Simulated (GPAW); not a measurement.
**How MoS2 absorbs and reflects light**

Wanted: where MoS2 starts to absorb, how strongly, and its refractive index. The cell comes from an older database entry, whose edges can differ from later determinations, mostly by under a per cent.

Calculated with GPAW 26.7.0; DFT, PBE, plane-wave PAW (GPAW data sets), scalar-relativistic, RPA, optical limit.

The database entry behind the starting cell differs from later determinations by our own check (about 0.3 % long), so it need not match the best structure at ambient conditions.

**1. The starting structure**

Symmetry: P6_3/mmc, No. 194, hexagonal system. The conventional cell has a = 3.169 Å, b = 3.169 Å, c = 12.324 Å, α = 90.00°, β = 90.00°, γ = 120.00°. Nearest to Mo lie 6 S at 2.41 Å. Nearest to S lie 3 Mo at 2.41 Å. Farther neighbours and most contacts between anions are not listed.

**2. Ground state**

The self-consistent density comes first; it also tells whether there is a gap, which decides the occupations and the need for a Drude term.

This step: DFT, PBE, plane-wave PAW (GPAW data sets), scalar-relativistic, ground state (GPAW 26.7.0).

Contents of gs.py:

```python
from ase import Atoms
from ase.dft.bandgap import bandgap
from gpaw import GPAW, PW, FermiDirac

atoms = Atoms(['Mo', 'Mo', 'S', 'S', 'S', 'S'],
              cell=[[3.169000000004, 0.000000000000, 0.000000000000],
                    [-1.584500000002, 2.744434504596, 0.000000000000],
                    [0.000000000000, 0.000000000000, 12.324000000000]],
              scaled_positions=[[0.666666666667, 0.333333333333, 0.750000000000],
                                [0.333333333333, 0.666666666667, 0.250000000000],
                                [0.666666666667, 0.333333333333, 0.377000000000],
                                [0.333333333333, 0.666666666667, 0.877000000000],
                                [0.666666666667, 0.333333333333, 0.123000000000],
                                [0.333333333333, 0.666666666667, 0.623000000000]],
              pbc=[True, True, True])
atoms.calc = GPAW(mode=PW(450), xc='PBE', kpts={'size': (9, 9, 2), 'gamma': True},
                  occupations=FermiDirac(0.05), maxiter=150, txt='gs.txt')
print('energy (eV)', atoms.get_potential_energy())
print('Fermi level (eV)', atoms.calc.get_fermi_level())
print('valence electrons', atoms.calc.get_number_of_electrons())
print('gap (eV)', bandgap(atoms.calc, output=None)[0])
print('direct gap (eV)', bandgap(atoms.calc, direct=True, output=None)[0])
atoms.calc.write('gs.gpw')
```

Started as:

```bash
$ OMP_NUM_THREADS=1 python gs.py
```

Numbers of over 12 decimals in the logs are rounded to 6 here.

What it wrote:

```text
__  _  _
 | _ |_)|_||  |
 |__||  | ||/\| - 26.7.0

Versions:
  Python: 3.12.14
  ASE:    3.29.0
  Numpy:  2.5.5
  Scipy:  1.18.1
  Libxc:  7.0.0

Input parameters:
  mode=PW(ecut=450.000000),
  kpts=MonkhorstPack(size=(9, 9, 2), gamma=True),
  maxiter=150,
  occupations=Occupations(name='fermi-dirac', width=0.05, fixmagmom=False),
  xc=XC(name='PBE')

Diagonalizing LCAO Hamiltonian
Converting LCAO to pw mode

        S

           Mo
        S

           S
        Mo

           S

Atoms  # Å, Bohr magnetons
|   | symbol |         x |        y |         z |    initial magnetic moments |
| 0 |     Mo |  1.584500 | 0.914812 |  9.243000 | ( 0.0000,  0.0000,  0.0000) |
| 1 |     Mo | -0.000000 | 1.829623 |  3.081000 | ( 0.0000,  0.0000,  0.0000) |
| 2 |      S |  1.584500 | 0.914812 |  4.646148 | ( 0.0000,  0.0000,  0.0000) |
| 3 |      S | -0.000000 | 1.829623 | 10.808148 | ( 0.0000,  0.0000,  0.0000) |
| 4 |      S |  1.584500 | 0.914812 |  1.515852 | ( 0.0000,  0.0000,  0.0000) |
| 5 |      S | -0.000000 | 1.829623 |  7.677852 | ( 0.0000,  0.0000,  0.0000) |

Unit cell  # Å
| periodic |         x |        y |         z |   lengths |     angles |
|      yes |  3.169000 | 0.000000 |  0.000000 |  3.169000 |  90.000000 |
|      yes | -1.584500 | 2.744435 |  0.000000 |  3.169000 |  90.000000 |
|      yes |  0.000000 | 0.000000 | 12.324000 | 12.324000 | 120.000000 |

Number of symmetries: 12
Symmetry operations  # r_c * U_cc + t_c -> r_c
|    | kind |            matrix            |
|  0 |  σ   |  1, 1, 0,  0,-1, 0,  0, 0, 1 |
|  1 |  S6  |  1, 1, 0, -1, 0, 0,  0, 0,-1 |
|  2 |  E   |  1, 0, 0,  0, 1, 0,  0, 0, 1 |
|  3 |  C2  |  1, 0, 0, -1,-1, 0,  0, 0,-1 |
|  4 |  C2  |  0, 1, 0,  1, 0, 0,  0, 0,-1 |
|  5 |  C3  |  0, 1, 0, -1,-1, 0,  0, 0, 1 |
|  6 |  S6  |  0,-1, 0,  1, 1, 0,  0, 0,-1 |
|  7 |  σ   |  0,-1, 0, -1, 0, 0,  0, 0, 1 |
|  8 |  σ   | -1, 0, 0,  1, 1, 0,  0, 0, 1 |
|  9 |  i   | -1, 0, 0,  0,-1, 0,  0, 0,-1 |
| 10 |  C3  | -1,-1, 0,  1, 0, 0,  0, 0, 1 |
| 11 |  C2  | -1,-1, 0,  0, 1, 0,  0, 0,-1 |

BZ-sampling:
  Number of BZ points: 162
  Number of IBZ points: 24

  Monkhorst-Pack size: [9, 9, 2]
  Monkhorst-Pack shift: [0.0, 0.0, 0.25]

K-points  # in reciprocal-cell coordinates
|     |                                coordinates |     weight |
|   0 | (  0.00000000,   0.00000000,   0.00000000) | 0.00617284 |
|   1 | (  0.00000000,   0.00000000,   0.50000000) | 0.00617284 |
|   2 | (  0.11111111,   0.00000000,   0.00000000) | 0.03703704 |
|   3 | (  0.11111111,   0.00000000,   0.50000000) | 0.03703704 |
|   4 | (  0.22222222,  -0.11111111,   0.00000000) | 0.03703704 |
|   5 | (  0.22222222,  -0.11111111,   0.50000000) | 0.03703704 |
|   6 | (  0.22222222,   0.00000000,   0.00000000) | 0.03703704 |
|   7 | (  0.22222222,   0.00000000,   0.50000000) | 0.03703704 |
|   8 | (  0.33333333,  -0.11111111,   0.00000000) | 0.07407407 |
|   9 | (  0.33333333,  -0.11111111,   0.50000000) | 0.07407407 |
| ... |                                            |            |
|  23 | (  0.44444444,   0.44444444,   0.50000000) | 0.03703704 |

Plane wave coefficients: 2382
Cutoff: 450.000000 eV

Spin-components: 1 (collinear spins)
Bands:           36
Projectors:      32
Spin-degeneracy: 2
Datatype:        complex128

Parallelization:
  kpt:    1
  domain: 1
  band:   1

Density:
  Valence electrons: 52.0
  Components: 1
  Grid points: [16 16 63]
  Charge: 0.0  # |e|

Potential:
  Grid points: [16 16 63]

species:
  Mo:
    name:    Molybdenum
    id:
    Z:       42.0
    valence: 14
    core:    28
    charge:  0.0  # [|e|]
    compensation charges:
      type: gauss
      rc: 0.38  # [Å]
      lmax: 2
    cutoffs:
      filter: 2.16  # [Å]
      core: 1.42  # [Å]
    projectors
    | kind |    occ | energy [eV] | rcut [Å] |
    |   4s |  2.000 |     -64.307 |    1.238 |
    |   5s |  1.000 |      -4.084 |    1.238 |
    |   4p |  6.000 |     -38.491 |    1.296 |
    |   5p |  0.000 |      -1.044 |    1.296 |
    |   4d |  5.000 |      -3.754 |    1.296 |
    |    d |        |      23.458 |    1.296 |

    Using partial waves for Mo as LCAO basis

  S:
    name:    Sulfur
    id:
    Z:       16.0
    valence: 6
    core:    10
    charge:  0.0  # [|e|]
    compensation charges:
      type: gauss
      rc: 0.24  # [Å]
      lmax: 2
    cutoffs:
      filter: 1.77  # [Å]
      core: 1.66  # [Å]
    projectors
    | kind |    occ | energy [eV] | rcut [Å] |
    |   3s |  2.000 |     -17.254 |    0.974 |
    |   3p |  4.000 |      -7.008 |    0.979 |
    |    s |        |       9.957 |    0.974 |
    |    p |        |      20.203 |    0.979 |
    |    d |        |       0.000 |    0.900 |

    Using partial waves for S as LCAO basis

Reference energy: -263698.624853  # eV

eigensolver:
  PPCG
  Converge bands: occupied
  niter=2

density mixing:
  MSR1-Mixer
  Pratt-step length: 0.05
  Maximum mixing coefficient: 0.75
  Old densities: 10
  SVD Regularization: 0.005
  Good broyden scale: 1.0
  Trust region scale: 1.0
  Backstep threshold: 4.0
  History deletion threshold: 6.0
  Fourier metric: weight=20.0, sigma=0.015

occupation numbers:
  Fermi-Dirac:
    width: 0.0500  # eV

poisson solver:
  ecut: 3600.000000  # eV

xc functional:
  name: PBE with 2 nearest neighbor stencil

convergence criteria:
- Maximum [total energy] change in last 3 cyles: 0.0005 eV / valence electron
- Maximum integral of absolute [dens]ity change: 0.0001 electrons / valence electron
- Maximum integral of absolute [eigenst]ate change: 4e-08 eV^2 / valence electron
maximum number of iterations: 150

SCF iterations
|iter     |      energy | eigst |  dens |
|iter:   1||  -47.323267 | +0.39 |       |
|iter:   2||  -46.291303 | -1.23 | -0.97 |
|iter:   3||  -44.187806 | -0.96 | -1.05 |
|iter:   4||  -44.111729 | -1.83 | -1.48 |
|iter:   5||  -44.120296 | -2.70 | -1.81 |
|iter:   6||  -44.119538c| -2.92 | -2.25 |
|iter:   7||  -44.111876c| -3.36 | -2.47 |
|iter:   8||  -44.111842c| -5.02 | -3.14 |
|iter:   9||  -44.111847c| -6.10 | -3.56 |
|iter:  10||  -44.111847c| -7.22 | -4.28c|
|iter:  11||  -44.111847c| -7.83c| -4.82c|

Converged in 11 steps
SCF loop duration: 27.982 s (2.544 s/step)
Energy contributions relative to reference atoms: (reference = -263698.624853)

Energy contributions:
  Kinetic:          -1.067731
  Coulomb:         -11.081966
  Zero:             -0.353725
  External:          0.000000
  Xc:              -31.608424
  Entropy:          -0.000004
  Spinorbit:         0.000000
  ----------------------------
  Free energy:     -44.111849
  Extrapolated:    -44.111847

dipole moment: (0.000001, 0.000002, 0.000007)  # |e|*Ang

Fermi level: 8.580
Eigenvalues  # (at kpt = [0.000, 0.000, 0.000])
| band index |      eig [eV] | occ [0-2] |
|          0 |       -53.401 |     2.000 |
|        ... |               |           |
|         18 |         4.937 |     2.000 |
|         19 |         6.019 |     2.000 |
|         20 |         6.019 |     2.000 |
|         21 |         6.065 |     2.000 |
|         22 |         6.065 |     2.000 |
|         23 |         6.993 |     2.000 |
|         24 |         7.029 |     2.000 |
|         25 |         8.169 |     1.999 |
|         26 |        10.263 |     0.000 |
|         27 |        10.263 |     0.000 |
|         28 |        10.292 |     0.000 |
|         29 |        10.292 |     0.000 |
|         30 |        10.429 |     0.000 |
|         31 |        10.429 |     0.000 |
|         32 |        10.600 |     0.000 |
|         33 |        10.600 |     0.000 |
|        ... |               |           |
|         35 |        13.869 |     0.000 |

Gap: 0.955 eV
Transition (v -> c):
  (s=0, k=0, n=25, [0.00, 0.00, 0.00]) -> (s=0, k=8, n=26, [0.33, -0.11, 0.00])
Direct/indirect transitions are different
Direct gap: 1.637 eV
Transition at: (s=0, k=12, n=25, [0.33, 0.33, 0.00])

--- standard output ---
energy (eV) -44.111847
Fermi level (eV) 8.579689
valence electrons 52.0
gap (eV) 0.955006
direct gap (eV) 1.637265
```

Run time: 31 s. Hardware: 1 thread of Arm Neoverse V2, shared host; peak memory 0.19 GiB.

This step gave:

- energy: -44.11 eV
- Fermi energy: 8.580 eV
- gap on the k-mesh: 0.9550 eV
- direct gap on the mesh: 1.637 eV
- electrons: 52

There is a gap, 0.96 eV on this mesh (points off the mesh can give less), so no carriers' term is needed.

**3. Bands for the response**

At the fixed density, many empty bands are solved on the mesh of the response, since the spectrum sums over them.

This step: DFT, PBE, plane-wave PAW (GPAW data sets), scalar-relativistic, bands at fixed density (GPAW 26.7.0).

Contents of nscf.py:

```python
from ase.dft.bandgap import bandgap
from gpaw import GPAW, FermiDirac

calc = GPAW('gs.gpw').fixed_density(kpts={'size': (12, 12, 6), 'gamma': True}, nbands=68, convergence={'bands': 62},
                                    occupations=FermiDirac(0.001), txt='nscf.txt')
print('gap (eV)', bandgap(calc, output=None)[0])
print('direct gap (eV)', bandgap(calc, direct=True, output=None)[0])
print('top band over the Fermi level (eV)', min(calc.get_eigenvalues(kpt=k)[61] for k in range(len(calc.get_ibz_k_points()))) - calc.get_fermi_level())
calc.write('full.gpw', mode='all')
```

Started as:

```bash
$ OMP_NUM_THREADS=1 python nscf.py
```

What it wrote:

```text
Diagonalizing LCAO Hamiltonian
Converting LCAO to pw mode
convergence criteria:
- Maximum integral of absolute [eigenst]ate change: 4e-08 eV^2 / valence electron
maximum number of iterations: 150

SCF iterations
|iter     |      energy | eigst |  dens |
|iter:   1||             | +2.94 |       |
|iter:   2||             | +1.85 |       |
|iter:   3||             | +0.91 |       |
|iter:   4||             | +0.00 |       |
|iter:   5||             | -0.71 |       |
|iter:   6||             | -1.36 |       |
|iter:   7||             | -1.93 |       |
|iter:   8||             | -2.53 |       |
|iter:   9||             | -3.06 |       |
|iter:  10||             | -3.63 |       |
|iter:  11||             | -4.17 |       |
|iter:  12||             | -4.76 |       |
|iter:  13||             | -5.32 |       |
|iter:  14||             | -5.91 |       |
|iter:  15||             | -6.43 |       |
|iter:  16||             | -6.81 |       |
|iter:  17||             | -7.11 |       |
|iter:  18||             | -7.36 |       |
|iter:  19||             | -7.61c|       |
SCF steps: 19
  __  _  _
 | _ |_)|_||  |
 |__||  | ||/\| - 26.7.0

Versions:
  Python: 3.12.14
  ASE:    3.29.0
  Numpy:  2.5.5
  Scipy:  1.18.1
  Libxc:  7.0.0

Input parameters:
  mode=PW(ecut=450.000000),
  convergence={'bands': 62},
  gpts=array([16, 16, 63]),
  kpts=MonkhorstPack(size=(12, 12, 6), gamma=True),
  maxiter=150,
  nbands=68,
  occupations=Occupations(name='fermi-dirac', width=0.001, fixmagmom=False),
  parallel={},
  xc=XC(name='PBE')

--- standard output ---
gap (eV) 0.881015
direct gap (eV) 1.637265
top band over the Fermi level (eV) 15.896952
```

Wall time 5.9 min (1 thread); peak memory 0.48 GiB.

Read-outs, printed or worked out from the files:

```
gap on the k-mesh : 0.8810 eV
```

**4. Dielectric function, RPA**

Local fields let the induced charge screen the field inside the cell, which as a rule lowers ε, most along directions where the density is uneven.

This step: DFT, PBE, plane-wave PAW (GPAW data sets), scalar-relativistic, RPA, optical limit (GPAW 26.7.0).

Contents of df.py:

```python
from gpaw.response.df import DielectricFunction

df = DielectricFunction('full.gpw', frequencies={'type': 'nonlinear', 'domega0': 0.03, 'omega2': 8},
                        ecut=50,
                        eta=0.15,
                        nbands=62,
                        txt='df.txt')
for direction in ['x', 'z']:
    df.get_dielectric_function(xc='RPA', direction=direction, filename=f'df_{direction}.csv')
```

Started as:

```bash
$ OMP_NUM_THREADS=1 python df.py
```

What it wrote:

```text
Using integrator: PointIntegrator
NonLinearFrequencyDescriptor(from 0.000 to 82.780 eV, 523 points)
Nonperiodic BCs:  [False False False]
Using integrator: PointIntegrator
NonLinearFrequencyDescriptor(from 0.000 to 82.780 eV, 523 points)
Nonperiodic BCs:  [False False False]

Calculating chi0 body with:
    Ground state adapter containing:
    Number of spins: 1
    Number of kpoints: 864
    Number of irreducible kpoints: 100
    Number of completely occupied states: 26
    Number of partially occupied states: 26

    Linear response parametrization:
    q_c: [0.0, 0.0, 0.0]
    Number of frequency points: 523
    Planewave cutoff: 50.0
    Number of bands: 62
    Number of planewaves: 81
    Broadening (eta): 0.15

Integrating chi0 body.

Symmetries of q_c:
    Direct symmetries (Uq -> q): 12
    Indirect symmetries (TUq -> q): 0
In total 12 allowed symmetries.

100 groups of equivalent kpoints. 88.425926% reduction.

Integral kind: spectral function

Calculating chi0 optical extensions with:
    Ground state adapter containing:
    Number of spins: 1
    Number of kpoints: 864
    Number of irreducible kpoints: 100
    Number of completely occupied states: 26
    Number of partially occupied states: 26

    Linear response parametrization:
    Number of frequency points: 523
    Planewave cutoff: 50.0
    Number of bands: 62
    Number of planewaves: 81
    Broadening (eta): 0.15
Integrating chi0 head and wings.

Symmetries of q_c:
    Direct symmetries (Uq -> q): 12
    Indirect symmetries (TUq -> q): 0
In total 12 allowed symmetries.

100 groups of equivalent kpoints. 88.425926% reduction.

Integral kind: spectral function wings
```

Elapsed: 47 s, on 1 thread; peak memory 0.42 GiB.

Read-outs, printed or worked out from the files:

```
electronic dielectric constant ε∞, mean over x, y and z (by symmetry where fewer were run) : 11.09
main peak of Im epsilon, first axis                                                        : 2.939 eV
```

The Im ε has structure finer than the step of the table below, so its rows give means over 0.5 eV, whole bins alone (the curve runs from 0 to 15.8 eV). Peaks (eV: height): E ∥ x 2.94: 21.8; E ∥ z 2.55: 4.52, 7.61: 4.13, 9.62: 7.00, 14.49: 2.70.

Values under the direct gap are tails of Lorentzian lines. The Im ε by photon energy; means over each step:

```csv
photon energy (eV),E ∥ x,E ∥ z
0.5,0.197,0.0381
1.0,0.526,0.0921
1.5,1.94,0.208
2.0,6.16,0.767
2.5,15.1,3.81
3.0,20.6,3.78
3.5,14.5,2.98
4.0,14.1,2.93
4.5,12.3,2.51
5.0,9.97,2.31
5.5,8.84,2.43
6.0,6.64,2.66
6.5,5.52,2.54
7.0,4.56,3.05
7.5,3.71,3.80
8.0,2.65,3.46
8.5,2.03,3.04
9.0,2.50,4.07
9.5,3.11,6.56
10.0,3.77,6.77
10.5,3.98,6.29
11.0,3.83,5.44
11.5,3.37,5.50
12.0,2.78,4.61
12.5,2.38,3.62
13.0,2.32,2.84
13.5,1.86,2.12
14.0,1.80,1.96
14.5,1.70,2.51
15.0,1.50,2.24
15.5,1.29,2.42
```

Table of Re ε by photon energy:

```csv
photon energy (eV),E ∥ x,E ∥ z
0.0,13.7,5.85
0.5,14.0,5.91
1.0,15.1,6.12
1.5,17.7,6.56
2.0,21.1,7.63
2.5,20.1,7.51
3.0,8.62,4.79
3.5,3.60,4.18
4.0,3.45,4.19
4.5,-0.431,3.95
5.0,-1.44,4.18
5.5,-2.18,4.22
6.0,-2.34,4.37
6.5,-2.02,4.28
7.0,-1.73,4.73
7.5,-1.52,4.52
8.0,-1.52,3.37
8.5,-0.0771,4.05
9.0,0.843,5.48
9.5,1.06,4.43
10.0,0.575,2.44
10.5,0.241,0.676
11.0,-0.308,0.437
11.5,-1.37,-0.179
12.0,-0.839,-1.31
12.5,-0.946,-1.34
13.0,-0.875,-1.29
13.5,-0.923,-0.845
14.0,-0.684,-0.170
14.5,-0.817,-0.269
15.0,-0.724,-0.257
15.5,-0.774,-0.219
```

The reflectivity at normal incidence has structure finer than the step of the table below, so its rows give means over 0.5 eV, whole bins alone (the curve runs from 0 to 15.8 eV). Peaks (eV: height): E ∥ x 3.02: 50.4, 11.48: 37.1, 13.34: 36.0; E ∥ z 2.43: 26.7, 7.61: 21.0, 13.17: 37.5, 14.59: 26.8.

Reflectivity at normal incidence against photon energy; means over each step:

```csv
photon energy (eV),E ∥ x (%),E ∥ z (%)
0.5,33.5,17.4
1.0,34.9,18.0
1.5,38.0,19.3
2.0,42.0,22.2
2.5,46.7,25.3
3.0,49.9,20.9
3.5,44.7,17.7
4.0,44.7,17.4
4.5,46.1,15.6
5.0,44.7,15.5
5.5,45.9,15.9
6.0,44.9,16.7
6.5,42.7,16.4
7.0,41.2,18.5
7.5,39.6,20.2
8.0,38.4,18.2
8.5,22.1,17.5
9.0,16.3,22.2
9.5,18.6,28.7
10.0,23.4,30.4
10.5,26.7,32.1
11.0,29.4,30.4
11.5,35.3,33.3
12.0,32.6,37.0
12.5,33.0,36.8
13.0,32.5,36.8
13.5,33.9,32.0
14.0,30.2,22.4
14.5,32.4,24.0
15.0,32.7,24.1
15.5,35.0,24.8
```

Refractive index n and extinction k against photon energy:

```csv
photon energy (eV),"n, E ∥ x","k, E ∥ x","n, E ∥ z","k, E ∥ z"
0,3.70,0,2.42,0
1,3.88,0.0648,2.47,0.0182
2,4.64,0.606,2.76,0.115
3,3.99,2.70,2.33,0.794
4,3.03,2.39,2.17,0.731
5,2.04,2.37,2.11,0.534
6,1.52,2.15,2.18,0.633
7,1.26,1.82,2.27,0.663
8,0.858,1.50,2.02,0.838
9,1.30,0.921,2.48,0.806
10,1.48,1.28,2.21,1.56
11,1.31,1.42,1.71,1.58
12,1.02,1.37,1.31,1.74
13,0.913,1.31,0.970,1.50
14,0.783,1.14,0.927,1.01
15,0.690,1.10,0.994,1.12
```

The loss function −Im 1/ε at q → 0 has structure finer than the step of the table below, so its rows give means over 0.5 eV, whole bins alone (the curve runs from 0 to 15.8 eV). Peaks (eV: height): E ∥ x 8.52: 0.510; E ∥ z 14.04: 0.527, 15.05: 0.445.

Values under the direct gap are tails of Lorentzian lines. Table of loss function −Im 1/ε at q → 0 by energy loss; means over each step:

```csv
energy loss (eV),E ∥ x,E ∥ z
0.5,9.9e-4,0.00108
1.0,0.00226,0.00244
1.5,0.00593,0.00473
2.0,0.0129,0.0121
2.5,0.0238,0.0555
3.0,0.0410,0.0965
3.5,0.0655,0.106
4.0,0.0676,0.110
4.5,0.0816,0.113
5.0,0.0994,0.101
5.5,0.107,0.101
6.0,0.134,0.104
6.5,0.159,0.101
7.0,0.187,0.0980
7.5,0.225,0.115
8.0,0.302,0.142
8.5,0.476,0.116
9.0,0.367,0.0888
9.5,0.291,0.104
10.0,0.256,0.131
10.5,0.250,0.157
11.0,0.259,0.183
11.5,0.267,0.181
12.0,0.323,0.203
12.5,0.363,0.244
13.0,0.373,0.291
13.5,0.434,0.407
14.0,0.484,0.499
14.5,0.482,0.394
15.0,0.532,0.439
15.5,0.568,0.408
```

From ε follow the optical constants at some laser and lamp lines:

```csv
wavelength (nm),n x,k x,R (%) x,1/α x,n z,k z,R (%) z,1/α z
1064,3.96,0.087,35.7,970 nm,2.50,0.023,18.3,3.6 µm
800,4.26,0.242,38.5,263 nm,2.57,0.042,19.4,1.5 µm
633,4.58,0.536,41.7,94 nm,2.74,0.102,21.7,495 nm
532,4.77,1.201,45.1,35 nm,3.01,0.445,26.1,95 nm
450,4.57,2.225,49.2,16 nm,2.54,0.828,23.2,43 nm
308,3.01,2.427,45.2,10 nm,2.15,0.729,17.7,34 nm
248,2.04,2.367,45.0,8.3 nm,2.11,0.534,15.3,37 nm
```

Below the direct gap, k and the depth come from the tails of the Lorentzian lines, not from transitions.

Rows near the edge hang on the gap, which this functional as a rule makes too small, and phonon-assisted absorption is left out.

**5. Summary of results**

```yaml
electronic_dielectric_constant_eps_infinity_mean_over_x_y_and_z_by_symmetry_where_fewer_were_run_rpa: 11.1
main_peak_of_im_epsilon_first_axis: 2.94 eV
```

What this shows: At this level (PBE, RPA) MoS2 has a mean ε∞ = 11.1 and n = 3.81 at 1550 nm (E ∥ x), and Im ε peaks at 2.9 eV (E ∥ x). On the mesh the gap is 0.88 eV and the least direct gap 1.64 eV, so on this mesh the band edges lie at different points. Local fields change the static value along x from 14.59 to 13.70 (-6 %). Distinct maxima of Im ε, read by a parabola through the highest points, lie at 2.94 eV (22), 4.07 eV (15) and 10.59 eV (4.1) for E ∥ x. The static values by axis are 13.70 (x), 5.85 (z). Excitons and phonon-assisted transitions are missing; PBE gaps are as a rule too small, which pulls the onset down and ε∞ up. The sum runs over mesh points, so small or evenly spaced maxima can still be ripples of the mesh. The curves end at 16 eV, about where the summed bands run out. In this version of GPAW the matrix elements of the optical limit are incomplete, which can lower ε − 1 by up to a tenth where first-row anions or d states rule, and shift it by more in d metals.

[Machine, clock and banner lines and Python warnings are left out of the logs.]

[Logs are printed without paths, hosts, clocks, repeated set-up lines and the standing remarks that a program may print on its own settings, such as how far it seeks lower states.]

[Hosts, paths, dates, database ids (printed as entryN), source tags and the programs' standing remarks are cut or masked in the printed files.]
